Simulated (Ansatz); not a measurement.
## W(100) film, 1 layer, flat: channels in plane against thickness

How does quantum confinement change the conductance of W(100) film, 1 layer, flat and thicker films?

Calculated with Ansatz 0.2.0; Ansatz plane-wave DFT, PBE, PAW files; ballistic transport by layer matching (Landauer), zero bias; PAW set soft_1.

Report form: the programs' logs are mostly left out.

### 1. The structure

The cell holds 1 atom: 1 W. Cell: a = 11.000 Å, b = 3.165 Å, c = 3.165 Å, α = 90.0°, β = 90.0°, γ = 90.0°. It derives from W. Vacuum lies along a. The structure's axis is c.

### 2. With 1 layer

Vacuum lies along the first vector, which takes one k-point, and the current runs in the film's plane. One period is a perfect wire, so its channels are the result. Energies from -0.27 to 0.27 eV in steps of 0.036 eV cover the slope of the Fermi function at 300 K, so the program can form a conductance.

Input file input.yaml:

```yaml
crystal:
  lattice:
    - [11.0, 0.0, 0.0]
    - [0.0, 3.1648, 0.0]
    - [0.0, 0.0, 3.1648]
  atoms:
    - { symbol: W, position: [0.4090909091, 0.0, 0.0] }
kpoints:
  mp_grid: { grid: [1, 13, 13] }
hamiltonian:
  xc: pbe
  pseudopotentials: { kind: paw, azcp: { folder: soft_1 } }
scf:
  occupations: { method: fermi_dirac, width: 0.1 }
output:
  transmission:
    leads: [[0, 0]]
    kmesh: [1, 30]
    e_range: [-0.27, 0.27]
    de: 0.036
```

Started as:

```bash
> ansatz run input.yaml --threads 4 --pin off --max-ram 15360MiB --backend cpu --events-out ev --progress --plain --runs-dir out
```

Run time: 2 min. Hardware: 4 threads of Arm Neoverse V1, shared host; peak memory 0.82 GiB; 7.5 min of CPU time.

Numbers from this step:

| Item | Value |
| --- | --- |
| free energy | -10379.9486 eV |
| energy at zero smearing | -10379.8834 eV |
| Fermi energy | -0.8010 eV |
| cell area | 34.81 Å² |
| estimated errors of the lead's conductance | 0, 15.6, 0.1 % (band edges, k-mesh, distance from neutral) |
| lead conductance per cell | 2.330 G₀ |

Per spin. The open channels, zone mean, lead by energy, zero at the Fermi level:

```
energy (eV)  open channels, zone mean, lead
     -0.270                            2.67
     -0.234                            2.53
     -0.198                             2.6
     -0.162                            2.47
     -0.126                             2.4
     -0.090                            2.53
     -0.054                             2.4
     -0.018                            2.27
      0.018                            2.27
      0.054                             2.4
      0.090                            2.27
      0.126                               2
      0.162                             2.2
      0.198                            2.53
      0.234                             2.6
      0.270                            2.33
```

The program's largest error estimate for it is 16 %, from the k-mesh.

### 3. With 2 layers, thickness 3.165 A

The film grows to 2 layers.

System of this step: W(100) film, 2 layers, flat. The cell holds 2 atoms: 2 W. Its edges and angles: a = 12.582 Å, b = 3.165 Å, c = 3.165 Å, α = 90.0°, β = 90.0°, γ = 90.0°. It derives from W. Vacuum lies along a. The structure's axis is c.

input.yaml, the sections that differ from step 2:

```yaml
crystal:
  lattice:
    - [12.5824, 0.0, 0.0]
    - [0.0, 3.1648, 0.0]
    - [0.0, 0.0, 3.1648]
  atoms:
    - { symbol: W, position: [0.3576424212, 0.0, 0.0] }
    - { symbol: W, position: [0.4834053917, 0.5, 0.5] }
# kpoints, hamiltonian, scf, output: as in step 2
```

Run time: 3.1 min. Hardware: 4 threads; peak memory 1.1 GiB.

Numbers from this step:

- free energy: -20766.9155 eV
- energy at zero smearing: -20766.8454 eV
- Fermi energy: 2.712 eV
- cell area: 39.82 Å²
- estimated errors of the lead's conductance: 0.2, 7.4, 0.4 % (band edges, k-mesh, distance from neutral)
- lead conductance per cell: 2.751 G₀

Per spin. The open channels, zone mean, lead by energy, zero at the Fermi level:

```
energy (eV)  open channels, zone mean, lead
     -0.270                            2.93
     -0.234                             2.8
     -0.198                             2.8
     -0.162                            2.73
     -0.126                            2.73
     -0.090                            2.73
     -0.054                            2.87
     -0.018                            2.87
      0.018                            2.67
      0.054                            2.57
      0.090                             2.5
      0.126                             2.5
      0.162                            2.43
      0.198                            2.43
      0.234                            2.23
      0.270                            2.17
```

The lead conductance per cell is 2.75 G₀, 18 % over the 2.33 G₀ of the last finished run, no more than the error estimates, leads' steps apart, of 16 and 7.4 % together.

### 4. With 3 layers, thickness 4.747 A

The film grows to 3 layers.

System of this step: W(100) film, 3 layers, flat. The cell holds 3 atoms: 3 W. Cell: a = 14.165 Å, b = 3.165 Å, c = 3.165 Å, α = 90.0°, β = 90.0°, γ = 90.0°. It derives from W. Vacuum lies along a. The structure's axis is c.

input.yaml, the sections that differ from step 3:

```yaml
crystal:
  lattice:
    - [14.1648, 0.0, 0.0]
    - [0.0, 3.1648, 0.0]
    - [0.0, 0.0, 3.1648]
  atoms:
    - { symbol: W, position: [0.317688919, 0.0, 0.0] }
    - { symbol: W, position: [0.4294024624, 0.5, 0.5] }
    - { symbol: W, position: [0.5411160059, 0.0, 0.0] }
# kpoints, hamiltonian, scf, output: as in step 3
```

Run time: 5 min. Hardware: 4 threads; peak memory 1.4 GiB.

Numbers from this step:

```yaml
free_energy: -31152.4914 eV
energy_at_zero_smearing: -31152.4114 eV
fermi_energy: 4.819 eV
cell_area: 44.83 Å²
estimated_errors_of_the_lead_s_conductance: 0, 9.5, 0.3 % (band edges, k-mesh, distance from neutral)
lead_conductance_per_cell: 3.535 G₀
```

Per spin. Table of open channels, zone mean, lead by energy, zero at the Fermi level:

```
energy (eV)  open channels, zone mean, lead
     -0.270                             2.5
     -0.234                             2.5
     -0.198                             2.3
     -0.162                            2.37
     -0.126                            2.77
     -0.090                            3.23
     -0.054                            3.37
     -0.018                            3.57
      0.018                            3.57
      0.054                            3.57
      0.090                            3.83
      0.126                            3.77
      0.162                            3.83
      0.198                             3.9
      0.234                            4.43
      0.270                            4.77
```

The lead conductance per cell is 3.53 G₀, 28 % over the 2.75 G₀ of the last finished run.

### 5. With 4 layers, thickness 6.33 A

The film grows to 4 layers.

System of this step: W(100) film, 4 layers, flat. The cell holds 4 atoms: 4 W. Its edges and angles: a = 15.747 Å, b = 3.165 Å, c = 3.165 Å, α = 90.0°, β = 90.0°, γ = 90.0°. It derives from W. Vacuum lies along a. The structure's axis is c.

input.yaml, the sections that differ from step 4:

```yaml
crystal:
  lattice:
    - [15.7472, 0.0, 0.0]
    - [0.0, 3.1648, 0.0]
    - [0.0, 0.0, 3.1648]
  atoms:
    - { symbol: W, position: [0.2857650884, 0.0, 0.0] }
    - { symbol: W, position: [0.3862527941, 0.5, 0.5] }
    - { symbol: W, position: [0.4867404999, 0.0, 0.0] }
    - { symbol: W, position: [0.5872282056, 0.5, 0.5] }
# kpoints, hamiltonian, scf, output: as in step 4
```

Run time: 8.7 min. Hardware: 4 threads; peak memory 1.7 GiB.

This step gave:

- free energy: -41538.3916 eV
- energy at zero smearing: -41538.2962 eV
- Fermi energy: 6.595 eV
- cell area: 49.84 Å²
- estimated errors of the lead's conductance: 0, 8.9, 2.8 % (band edges, k-mesh, distance from neutral)
- lead conductance per cell: 4.338 G₀

Per spin. The open channels, zone mean, lead by energy, zero at the Fermi level:

```
energy (eV)  open channels, zone mean, lead
     -0.270                            4.23
     -0.234                            4.97
     -0.198                             5.3
     -0.162                             5.3
     -0.126                            5.03
     -0.090                            4.93
     -0.054                             4.6
     -0.018                             4.4
      0.018                            4.27
      0.054                            3.93
      0.090                            3.53
      0.126                             3.4
      0.162                             3.2
      0.198                            3.13
      0.234                             3.2
      0.270                            3.13
```

The lead conductance per cell is 4.34 G₀, 23 % over the 3.53 G₀ of the last finished run.

### 6. With 5 layers, thickness 7.912 A

The film grows to 5 layers.

System of this step: W(100) film, 5 layers, flat. The cell holds 5 atoms: 5 W. Its edges and angles: a = 17.330 Å, b = 3.165 Å, c = 3.165 Å, α = 90.0°, β = 90.0°, γ = 90.0°. It derives from W. Vacuum lies along a. The structure's axis is c.

input.yaml, the sections that differ from step 5:

```yaml
crystal:
  lattice:
    - [17.3296, 0.0, 0.0]
    - [0.0, 3.1648, 0.0]
    - [0.0, 0.0, 3.1648]
  atoms:
    - { symbol: W, position: [0.2596713138, 0.0, 0.0] }
    - { symbol: W, position: [0.3509832887, 0.5, 0.5] }
    - { symbol: W, position: [0.4422952636, 0.0, 0.0] }
    - { symbol: W, position: [0.5336072385, 0.5, 0.5] }
    - { symbol: W, position: [0.6249192134, 0.0, 0.0] }
# kpoints, hamiltonian, scf, output: as in step 5
```

The job ended after 14 min (4 threads; peak memory 2 GiB; 54 min of CPU time).

This step gave:

* free energy: -51924.3866 eV
* energy at zero smearing: -51924.2855 eV
* Fermi energy: 8.037 eV
* cell area: 54.84 Å²
* estimated errors of the lead's conductance: 0, 8.2, 0.2 % (band edges, k-mesh, distance from neutral)
* lead conductance per cell: 3.860 G₀

Per spin. The open channels, zone mean, lead by energy, zero at the Fermi level:

```
energy (eV)  open channels, zone mean, lead
     -0.270                            2.33
     -0.234                             2.2
     -0.198                            2.37
     -0.162                            2.43
     -0.126                            2.83
     -0.090                            4.03
     -0.054                            4.03
     -0.018                            3.77
      0.018                            3.63
      0.054                            3.97
      0.090                            4.03
      0.126                            4.43
      0.162                            4.63
      0.198                             4.1
      0.234                            3.97
      0.270                            3.83
```

The lead conductance per cell is 3.86 G₀, 11 % under the 4.34 G₀ of the last finished run, no more than the error estimates, leads' steps apart, of 8.9 and 8.2 % together.

### 7. Cost and result by level

Times are for 4 threads of Arm Neoverse V1, shared host. Results by setting:

```
no.  layers  lead conductance per cell (G₀)     time  memory (GiB)
  1       1                           2.330    2 min          0.82
  2       2                           2.751  3.1 min           1.1
  3       3                           3.535    5 min           1.4
  4       4                           4.338  8.7 min           1.7
  5       5                           3.860   14 min           2.0
```

The runs together. Table of open channels, zone mean by energy, zero at the Fermi level:

```
energy (eV)     1     2     3     4     5
     -0.270  2.67  2.93   2.5  4.23  2.33
     -0.234  2.53   2.8   2.5  4.97   2.2
     -0.198   2.6   2.8   2.3   5.3  2.37
     -0.162  2.47  2.73  2.37   5.3  2.43
     -0.126   2.4  2.73  2.77  5.03  2.83
     -0.090  2.53  2.73  3.23  4.93  4.03
     -0.054   2.4  2.87  3.37   4.6  4.03
     -0.018  2.27  2.87  3.57   4.4  3.77
      0.018  2.27  2.67  3.57  4.27  3.63
      0.054   2.4  2.57  3.57  3.93  3.97
      0.090  2.27   2.5  3.83  3.53  4.03
      0.126     2   2.5  3.77   3.4  4.43
      0.162   2.2  2.43  3.83   3.2  4.63
      0.198  2.53  2.43   3.9  3.13   4.1
      0.234   2.6  2.23  4.43   3.2  3.97
      0.270  2.33  2.17  4.77  3.13  3.83
```

### 8. What came out

* conductance per cell, 1 layer: 2.33 G₀
* conductance per cell, 2 layers: 2.75 G₀
* conductance per cell, 3 layers: 3.53 G₀
* conductance per cell, 4 layers: 4.34 G₀
* conductance per cell, 5 layers: 3.86 G₀

The conductance per cell width goes from 2.33 G0 at 1 to 3.86 G0 at 5 layers. Over the film's own cross-section (layers × spacing × width) the conductance runs from 3.6 to 1.2×10¹⁵ S/m²; that nominal section leaves out the charge that spills into the vacuum, which flatters the thinnest films. The gains from one thickness to the next are 0.42, 0.78, 0.80 and -0.48 G0 per added layer; they differ by more than the error estimates allow, as expected where subbands cross the Fermi level in steps. The film repeats perfectly along the current, so nothing scatters; its faces are clean and not relaxed. Very thin films of this metal can turn magnetic, which an unpolarised run can't show. Spin-orbit coupling is left out, which matters for W. The program's error estimates for the conductances, leads' steps apart, run from 7.4 to 16 %.

[Logs are printed without paths, hosts, clocks, repeated set-up lines and the standing remarks that a program may print on its own settings, such as how far it seeks lower states.]

[Hosts, paths, dates, database ids (printed as entryN), source tags and the programs' standing remarks are cut or masked in the printed files.]
